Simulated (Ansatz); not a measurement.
# Mg on Al(100): change of the work function, part 2 of 4

Aim: the work function of Al(100) at several coverages of Mg (hollow site), and the dipole that each adsorbate carries.

Ansatz 0.2.0; plane-wave DFT, PBE, Ansatz PAW.

So far, work function, upper face (eV): step 2 (the clean slab) 4.29.

**3. The covered slab, k-mesh 4×4×1, coverage 0.111 ML**

System of this step: Mg/Al(100). The cell holds 37 atoms: 36 Al and 1 Mg. Cell: a = 8.591 Å, b = 8.591 Å, c = 25.870 Å, α = 90.0°, β = 90.0°, γ = 90.0°. Vacuum lies along c.

The clean slab as it ended is repeated in the plane and the adsorbate is set on one face; the cell's size fixes the coverage, and the k-mesh shrinks with it to keep the sampling density about even. Adsorbate and upper layers relax, since the dipole depends on the height.

Contents of input.yaml:

```yaml
crystal:
  lattice:
    - [8.5913473914, 0.0, 0.0]
    - [0.0, 8.5913473914, 0.0]
    - [0.0, 0.0, 25.8696549807]
  atoms:
    - { symbol: Al, position: [0.1666666667, 0.1666666667, 0.3478979525] }
    - { symbol: Al, position: [0.0, 0.0, 0.4261749918] }
    - { symbol: Al, position: [0.1666666667, 0.1666666667, 0.5038463908] }
    - { symbol: Al, position: [0.0, 0.0, 0.5831500329] }
    - { symbol: Al, position: [0.1666666667, 0.5, 0.3478979525] }
    - { symbol: Al, position: [0.0, 0.3333333333, 0.4261749918] }
    - { symbol: Al, position: [0.1666666667, 0.5, 0.5038463908] }
    - { symbol: Al, position: [0.0, 0.3333333333, 0.5831500329] }
    - { symbol: Al, position: [0.1666666667, 0.8333333333, 0.3478979525] }
    - { symbol: Al, position: [0.0, 0.6666666667, 0.4261749918] }
    - { symbol: Al, position: [0.1666666667, 0.8333333333, 0.5038463908] }
    - { symbol: Al, position: [0.0, 0.6666666667, 0.5831500329] }
    - { symbol: Al, position: [0.5, 0.1666666667, 0.3478979525] }
    - { symbol: Al, position: [0.3333333333, 0.0, 0.4261749918] }
    - { symbol: Al, position: [0.5, 0.1666666667, 0.5038463908] }
    - { symbol: Al, position: [0.3333333333, 0.0, 0.5831500329] }
    - { symbol: Al, position: [0.5, 0.5, 0.3478979525] }
    - { symbol: Al, position: [0.3333333333, 0.3333333333, 0.4261749918] }
    - { symbol: Al, position: [0.5, 0.5, 0.5038463908] }
    - { symbol: Al, position: [0.3333333333, 0.3333333333, 0.5831500329] }
    - { symbol: Al, position: [0.5, 0.8333333333, 0.3478979525] }
    - { symbol: Al, position: [0.3333333333, 0.6666666667, 0.4261749918] }
    - { symbol: Al, position: [0.5, 0.8333333333, 0.5038463908] }
    - { symbol: Al, position: [0.3333333333, 0.6666666667, 0.5831500329] }
    - { symbol: Al, position: [0.8333333333, 0.1666666667, 0.3478979525] }
    - { symbol: Al, position: [0.6666666667, 0.0, 0.4261749918] }
    - { symbol: Al, position: [0.8333333333, 0.1666666667, 0.5038463908] }
    - { symbol: Al, position: [0.6666666667, 0.0, 0.5831500329] }
    - { symbol: Al, position: [0.8333333333, 0.5, 0.3478979525] }
    - { symbol: Al, position: [0.6666666667, 0.3333333333, 0.4261749918] }
    - { symbol: Al, position: [0.8333333333, 0.5, 0.5038463908] }
    - { symbol: Al, position: [0.6666666667, 0.3333333333, 0.5831500329] }
    - { symbol: Al, position: [0.8333333333, 0.8333333333, 0.3478979525] }
    - { symbol: Al, position: [0.6666666667, 0.6666666667, 0.4261749918] }
    - { symbol: Al, position: [0.8333333333, 0.8333333333, 0.5038463908] }
    - { symbol: Al, position: [0.6666666667, 0.6666666667, 0.5831500329] }
    - { symbol: Mg, position: [0.1666666667, 0.1666666667, 0.6521020475] }
kpoints:
  mp_grid: { grid: [4, 4, 1] }
hamiltonian:
  xc: pbe
scf:
  occupations: { method: fermi_dirac, width: 0.1 }
  convergence: { dr2_threshold: 1.0e-08 }
efield:
  axis: 3
  dipole_correction: true
  ramp_position: 0.97
  ramp_width: 0.06
relax:
  f_tol: 0.02
  max_steps: 60
  constraints:
    - { sites: [0, 1, 4, 5, 8, 9, 12, 13, 16, 17, 20, 21, 24, 25, 28, 29, 32, 33] }
output:
  write_potential: true
  write_density: true
  volumetric_format: npy
```

Started as:

```console
$ ansatz run input.yaml --threads 2 --pin off --max-ram 4096MiB --backend cpu --events-out ev --progress --plain --runs-dir out
```

What it wrote:

```text
[...]
Crystal: 37 atoms, lattice volume = 1909.472 Å³
Basis set: ecut = 420 eV, 37439 PW (Γ), exchange–correlation on 120×120×360 points (8 copies of the dense FFT grid, shifted against one another)
Bands: 96, of which v1, the nominal top of the filled ones, is band 59 counted from 1 (58 counted from 0)
Symmetry: 8 space group operations
[...]
k-points: 6 of 16
[...]
SCF iter   1: F=—  HF=-21265.014373 eV  |F-HF|=—  |Δ(HF+E_count)|=         —  Δρ=1.47e-3  dr2=7.64e-1  ethr=1.77e-3  p=0.215 e·Å  D=2.03e-2 V/Å  ΔV_dip=-0.53 eV  dr2_dipole=1.48e-1  V_vac-E_F(+/−)=3.65/4.18 eV  ⟨swp⟩=10.8  Hψ=3655  notcnv=0  defer=6
[...]
SCF iter   8: F=-21264.973523 eV  HF=-21264.973523 eV  |F-HF|=7.69e-9  |Δ(HF+E_count)|=   4.76e-8  Δρ=1.75e-7  dr2=1.33e-9  ethr=8.47e-12  p=0.323 e·Å  D=3.06e-2 V/Å  ΔV_dip=-0.79 eV  dr2_dipole=1.90e-11  V_vac-E_F(+/−)=3.52/4.31 eV  ⟨swp⟩=10.5  Hψ=3756  notcnv=0
SCF 1 converged in 8 iterations: F = -21264.973523 eV  dr2 = 1.33e-9
[...]
relax step   1: F+E_penalty+E_count = -21264.97352327 eV  Δ(F+E_penalty+E_count) = +0.000e0 eV  max|allowed force component| = 8.060e-1 eV/Å  Δτ_max = 0.0000 Å  (8 SCF iters, accepted)
[...]
SCF iter   8: F=-21265.123175 eV  HF=-21265.123175 eV  |F-HF|=1.10e-8  |Δ(HF+E_count)|=   4.84e-8  Δρ=1.83e-7  dr2=2.68e-9  ethr=8.47e-12  p=0.311 e·Å  D=2.95e-2 V/Å  ΔV_dip=-0.76 eV  dr2_dipole=5.05e-11  V_vac-E_F(+/−)=3.55/4.31 eV  ⟨swp⟩=10.5  Hψ=3792  notcnv=0
SCF 2 converged in 8 iterations: F = -21265.123175 eV  dr2 = 2.68e-9
relax step   2: F+E_penalty+E_count = -21265.12317531 eV  Δ(F+E_penalty+E_count) = -1.497e-1 eV  max|allowed force component| = 5.524e-2 eV/Å  Δτ_max = 0.1031 Å  (8 SCF iters, accepted)
SCF iter   1: F=—  HF=-21265.126188 eV  |F-HF|=—  |Δ(HF+E_count)|=         —  Δρ=2.12e-4  dr2=6.20e-3  ethr=6.37e-5  p=0.311 e·Å  D=2.95e-2 V/Å  ΔV_dip=-0.76 eV  dr2_dipole=1.72e-4  V_vac-E_F(+/−)=3.55/4.31 eV  ⟨swp⟩=2.2  Hψ=1210  notcnv=0  defer=23
[...]
SCF iter   7: F=-21265.126614 eV  HF=-21265.126614 eV  |F-HF|=7.04e-9  |Δ(HF+E_count)|=   7.78e-8  Δρ=1.44e-7  dr2=1.51e-9  ethr=8.47e-12  p=0.311 e·Å  D=2.95e-2 V/Å  ΔV_dip=-0.76 eV  dr2_dipole=4.35e-11  V_vac-E_F(+/−)=3.55/4.31 eV  ⟨swp⟩=10.3  Hψ=3657  notcnv=0
SCF 3 converged in 7 iterations: F = -21265.126614 eV  dr2 = 1.51e-9
relax step   3: F+E_penalty+E_count = -21265.12661381 eV  Δ(F+E_penalty+E_count) = -3.438e-3 eV  max|allowed force component| = 1.391e-2 eV/Å  Δτ_max = 0.0205 Å  (7 SCF iters, accepted)
NSCF: frozen V_eff on 6 k-points
the search or the solves at the SCF's close may have found levels that the self-consistency loop had missed (the run counts none). By its estimate they hold under 1e-12 electrons; where the run keeps them, the occupations were computed again with them
the band table was solved once a step of the walk had ended and its energy, with any forces and stress, was formed, with the checks that follow a solve (3864 applications of the Hamiltonian). They found nothing against the state; the energy, forces and stress were not computed again (output.eigenvalues in the input reference)
WARN: The input density's exchange-correlation potential varies sharply where the density is thin. Do not read a vacuum level from v_tot or v_xc, or from such a field of the output density. On a cell that repeats whose density bears no net charge and no dipole along the vacuum's axis use v_es (v_loc + v_h of the components); under efield.dipole_correction with no amplitude use v_es + v_field, which holds any external [...]
SCF converged after 7 iterations
Free energy (F): -21265.126614 eV
[...]
Internal energy: -21264.582314 eV  (E = F + TS)
E sigma→0 (E₀):  -21264.854464 eV
Entropy (-TS):   -0.544300 eV (-14.711 meV/atom)
Fermi energy:    -0.084820 eV
Dipole field:    D = 0.029520 V/Å  (p = 0.311512 e·Å, saw-weighted, corrected)
Work function:   Φ+ = 3.5457 eV   Φ− = 4.3093 eV
[...]
--- Forces (eV/Å), atoms counted from 1 ---
  atom   1  Al    -0.00000000     0.00000000    -0.00909069
  atom   2  Al    -0.00448670    -0.00448670     0.13854586
  atom   3  Al    -0.00000000     0.00000000     0.01025409
  atom   4  Al    -0.00231679    -0.00231679     0.00759721
  atom   5  Al     0.00000000     0.05182566    -0.06957065
  atom   6  Al    -0.00448670     0.00448670     0.13854586
  atom   7  Al     0.00000000    -0.00381058     0.00081970
  atom   8  Al    -0.00231679     0.00231679     0.00759721
  atom   9  Al     0.00000000    -0.05182566    -0.06957065
  atom  10  Al     0.00931445     0.00000000     0.02820668
  atom  11  Al     0.00000000     0.00381058     0.00081970
  atom  12  Al     0.00238071     0.00000000    -0.00669453
  atom  13  Al     0.05182566     0.00000000    -0.06957065
  atom  14  Al     0.00448670    -0.00448670     0.13854586
  atom  15  Al    -0.00381058     0.00000000     0.00081970
  atom  16  Al     0.00231679    -0.00231679     0.00759721
  atom  17  Al     0.00954037     0.00954037    -0.08624848
  atom  18  Al     0.00448670     0.00448670     0.13854586
  atom  19  Al    -0.00195680    -0.00195680     0.00112618
  atom  20  Al     0.00231679     0.00231679     0.00759721
  atom  21  Al     0.00954037    -0.00954037    -0.08624848
  atom  22  Al    -0.00931445     0.00000000     0.02820668
  atom  23  Al    -0.00195680     0.00195680     0.00112618
  atom  24  Al    -0.00238071     0.00000000    -0.00669453
  atom  25  Al    -0.05182566     0.00000000    -0.06957065
  atom  26  Al     0.00000000     0.00931445     0.02820668
  atom  27  Al     0.00381058     0.00000000     0.00081970
  atom  28  Al     0.00000000     0.00238071    -0.00669453
  atom  29  Al    -0.00954037     0.00954037    -0.08624848
  atom  30  Al     0.00000000    -0.00931445     0.02820668
  atom  31  Al     0.00195680    -0.00195680     0.00112618
  atom  32  Al     0.00000000    -0.00238071    -0.00669453
  atom  33  Al    -0.00954037    -0.00954037    -0.08624848
  atom  34  Al    -0.00000000     0.00000000    -0.03826647
  atom  35  Al     0.00195680     0.00195680     0.00112618
  atom  36  Al    -0.00000000     0.00000000    -0.00410413
  atom  37  Mg    -0.00000000     0.00000000    -0.01391325
  max |Σ_I F_I| component: 7.43e-6 eV/Å
--- Band table (eV; the first three rows and the last of 6) ---
  k-point 0: bands = [... 55 lower, -0.3992, -0.3992, -0.3258, -0.2992, -0.2992, -0.2101, -0.1827, -0.1758, ... 33 higher]
  k-point 1: bands = [... 55 lower, -0.6239, -0.3973, -0.2621, 0.0892, 0.1668, 0.3166, 0.3306, 0.3462, ... 33 higher]
  k-point 2: bands = [... 55 lower, -1.0058, -0.3375, -0.2534, -0.0481, -0.0135, 0.1980, 0.2189, 0.6638, ... 33 higher]
  k-point 5: bands = [... 55 lower, 0.0649, 0.0694, 0.1840, 0.1846, 0.3116, 0.3677, 0.3767, 0.3767, ... 33 higher]
--- Relaxed structure (3 steps of the walk, 3 accepted, 0 SCFs on fresh bases) ---
  F+E_penalty+E_count = -21265.12661381 eV   max|allowed force component| = 1.391e-2 eV/Å
  atoms:
    - { symbol: Al, position: [0.166667, 0.166667, 0.3478979525] }
    - { symbol: Al, position: [1.666666e-11, 1.666666e-11, 0.4261749918] }
    - { symbol: Al, position: [0.166667, 0.166667, 0.506818] }
    - { symbol: Al, position: [-0.00824643, -0.00824643, 0.582489] }
    - { symbol: Al, position: [0.166667, 0.500000, 0.3478979525] }
    - { symbol: Al, position: [1.666666e-11, 0.333333, 0.4261749918] }
    - { symbol: Al, position: [0.166667, 0.500963, 0.504101] }
    - { symbol: Al, position: [-0.00824643, 0.341580, 0.582489] }
    - { symbol: Al, position: [0.166667, 0.833333, 0.3478979525] }
    - { symbol: Al, position: [1.666666e-11, 0.666667, 0.4261749918] }
    - { symbol: Al, position: [0.166667, 0.832370, 0.504101] }
    - { symbol: Al, position: [-0.000289704, 0.666667, 0.583212] }
    - { symbol: Al, position: [0.500000, 0.166667, 0.3478979525] }
    - { symbol: Al, position: [0.333333, 1.666666e-11, 0.4261749918] }
    - { symbol: Al, position: [0.500963, 0.166667, 0.504101] }
    - { symbol: Al, position: [0.341580, -0.00824643, 0.582489] }
    - { symbol: Al, position: [0.500000, 0.500000, 0.3478979525] }
    - { symbol: Al, position: [0.333333, 0.333333, 0.4261749918] }
    - { symbol: Al, position: [0.501235, 0.501235, 0.503358] }
    - { symbol: Al, position: [0.341580, 0.341580, 0.582489] }
    - { symbol: Al, position: [0.500000, 0.833333, 0.3478979525] }
    - { symbol: Al, position: [0.333333, 0.666667, 0.4261749918] }
    - { symbol: Al, position: [0.501235, 0.832098, 0.503358] }
    - { symbol: Al, position: [0.333623, 0.666667, 0.583212] }
    - { symbol: Al, position: [0.833333, 0.166667, 0.3478979525] }
    - { symbol: Al, position: [0.666667, 1.666666e-11, 0.4261749918] }
    - { symbol: Al, position: [0.832370, 0.166667, 0.504101] }
    - { symbol: Al, position: [0.666667, -0.000289704, 0.583212] }
    - { symbol: Al, position: [0.833333, 0.500000, 0.3478979525] }
    - { symbol: Al, position: [0.666667, 0.333333, 0.4261749918] }
    - { symbol: Al, position: [0.832098, 0.501235, 0.503358] }
    - { symbol: Al, position: [0.666667, 0.333623, 0.583212] }
    - { symbol: Al, position: [0.833333, 0.833333, 0.3478979525] }
    - { symbol: Al, position: [0.666667, 0.666667, 0.4261749918] }
    - { symbol: Al, position: [0.832098, 0.832098, 0.503358] }
    - { symbol: Al, position: [0.666667, 0.666667, 0.582912] }
    - { symbol: Mg, position: [0.166667, 0.166667, 0.654921] }
```

It took 2.9 min on 2 threads of Arm Neoverse V1, shared host; peak memory 2.4 GiB; 5.5 min of CPU time.

Relaxation path:

```
step  energy less that of the first step (eV)  largest force component (eV/Å)
   1                                   0.0000                          0.8060
   2                                  -0.1497                          0.0552
   3                                  -0.1531                          0.0139
```

The run keeps the 8 symmetry operations that the program found, so distortions that break them were not tested.

The atoms that moved most (Å):

```csv
atom,dx,dy,dz,length
Al4,-0.071,-0.071,-0.017,0.102
Al8,-0.071,0.071,-0.017,0.102
Al16,0.071,-0.071,-0.017,0.102
Al20,0.071,0.071,-0.017,0.102
Al3,0.000,0.000,0.077,0.077
Mg37,0.000,0.000,0.073,0.073
Al19,0.011,0.011,-0.013,0.020
Al31,-0.011,0.011,-0.013,0.020
```

The relaxed structure:

```xyz
37
Lattice="8.5913 0.0000 0.0000 0.0000 8.5913 0.0000 0.0000 0.0000 25.8697" Properties=species:S:1:pos:R:3
Al    1.4319    1.4319    9.0000
Al    0.0000    0.0000   11.0250
Al    1.4319    1.4319   13.1112
Al   -0.0708   -0.0708   15.0688
Al    1.4319    4.2957    9.0000
Al    0.0000    2.8638   11.0250
Al    1.4319    4.3039   13.0409
Al   -0.0708    2.9346   15.0688
Al    1.4319    7.1595    9.0000
Al    0.0000    5.7276   11.0250
Al    1.4319    7.1512   13.0409
Al   -0.0025    5.7276   15.0875
Al    4.2957    1.4319    9.0000
Al    2.8638    0.0000   11.0250
Al    4.3039    1.4319   13.0409
Al    2.9346   -0.0708   15.0688
Al    4.2957    4.2957    9.0000
Al    2.8638    2.8638   11.0250
Al    4.3063    4.3063   13.0217
Al    2.9346    2.9346   15.0688
Al    4.2957    7.1595    9.0000
Al    2.8638    5.7276   11.0250
Al    4.3063    7.1488   13.0217
Al    2.8663    5.7276   15.0875
Al    7.1595    1.4319    9.0000
Al    5.7276    0.0000   11.0250
Al    7.1512    1.4319   13.0409
Al    5.7276   -0.0025   15.0875
Al    7.1595    4.2957    9.0000
Al    5.7276    2.8638   11.0250
Al    7.1488    4.3063   13.0217
Al    5.7276    2.8663   15.0875
Al    7.1595    7.1595    9.0000
Al    5.7276    5.7276   11.0250
Al    7.1488    7.1488   13.0217
Al    5.7276    5.7276   15.0797
Mg    1.4319    1.4319   16.9426
```

Numbers from this step:

```yaml
energy_at_zero_smearing: -21264.8545 eV
work_function_upper_face: 3.546 eV
work_function_lower_face: 4.309 eV
dipole_along_the_normal: 0.3115 e·Å
step_between_the_vacuum_levels: -0.7637 eV
```

Running mean over 2.025 Å of the planar mean; the ramp of the sawtooth is left out. Table of electron's electrostatic potential energy less the Fermi level by z:

```csv
z (Å),electron's electrostatic potential energy less the Fermi level (eV)
4,4.31
5,4.30
6,4.24
7,3.51
8,-0.505
9,-4.17
10,-4.55
11,-4.57
12,-4.58
13,-4.56
14,-4.51
15,-4.30
16,-1.54
17,2.00
18,3.04
19,3.48
20,3.54
21,3.54
22,3.55
```

The relaxation took 3 steps and lowered the energy by 0.15 eV; the largest force on the free atoms ends at 0.014 eV/Å.

The covered face has 3.55 eV, -0.75 eV against the clean one; the bare back face has moved by +0.01 eV, a measure of how thin the slab is.

[end of part 2 of 4]

[Long decimals in the printed logs are rounded to 6 places.]

[Logs are printed without paths, hosts, clocks, repeated set-up lines and the standing remarks that a program may print on its own settings, such as how far it seeks lower states.]

[Hosts, paths, dates, database ids (printed as entryN), source tags and the programs' standing remarks are cut or masked in the printed files.]

[Maps of the electrostatic potential energy from Ansatz leave out the sawtooth potential of an applied field or a dipole correction, so their vacuum need not be flat; planar profiles and work functions include it.]
